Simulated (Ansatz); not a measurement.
# Force difference against the spacing of support functions in twisted graphene bilayer, 27.80° (52 atoms)

The cell holds 52 atoms: 52 C. Cell: a = 8.870 Å, b = 8.870 Å, c = 15.530 Å, α = 90.0°, β = 90.0°, γ = 120.0°. It derives from C (graphene). Graphene (a = 2.46 Å) under graphene (a = 2.46 Å), bilayer, commensurate cell of 13 unit cells a layer, twist 27.80 deg; facing planes 3.53 Å apart as built; 12 Å of vacuum; minimised with a classical potential. Regions: layer 1, 26 atoms (26 C); layer 2, 26 atoms (26 C). Vacuum lies along c.

Calculated with Ansatz 0.2.0: Kohn-Sham DFT, PBE+D4, PAW (set soft_2), localised support functions (medium), with the spacing typed; the reference is Kohn-Sham DFT, PBE+D4, PAW (set soft_2), plane waves, cutoff 420 eV, k-mesh 2×2×1, gaussian smearing of 0.025 eV, with an r.m.s. force component of 0.00698 eV/Å.

| spacing (Å) | r.m.s. force difference (meV/Å) | time |
| --- | --- | --- |
| 0.183 | 0.601 | 2 min |
| 0.206 | ? | ? |
| 0.263 | 2.343 | 50 s |
| 0.297 | 17.61 | 42 s |
| 0.343 | 27.14 | 41 s |
| 0.411 | 36.19 | 35 s |

**Question.** Fit a power law of the spacing to the rows given and interpolate to the withheld row.

**Working.**

A power law y = A x^b is a line in u = ln x and v = ln y.

```
 u = ln x   v = ln y
 -1.69827  -0.509160
 -1.33560   0.851432
 -1.21402    2.86824
 -1.07002    3.30112
-0.889162    3.58867
```

With n = 5: mean u = -1.24142, mean v = 2.02006, Σ(u − ū)² = 0.37179, Σ(u − ū)(v − v̄) = 2.0609. Slope b = 2.0609 / 0.37179 = 5.5431; intercept a = v̄ − b ū = 8.9014.

At the withheld row u = -1.580, v = a + b u = 0.1439, and y = exp(v).

Prediction at 0.206: 1.155 meV/Å. The run gave 0.619 meV/Å, so the fit is high by 0.54 meV/Å (87 % of the value).

The fitted exponent is 5.5. Between neighbouring rows, the withheld one included, the exponents are 0.25, 5.4, 17, 3.0 and 1.6, so one power law doesn't hold over the range: the values level off at a floor. Among the rows given, the largest relative miss of the fit is at 0.263, by 2.1 meV/Å (91 %).

Limits: The difference holds the reference's own basis error, which sets a floor under it.

[Long decimals in the printed logs are rounded to 6 places.]

[Logs are printed without paths, hosts, clocks, repeated set-up lines and the standing remarks that a program may print on its own settings, such as how far it seeks lower states.]

[Hosts, paths, dates, database ids (printed as entryN), source tags and the programs' standing remarks are cut or masked in the printed files.]
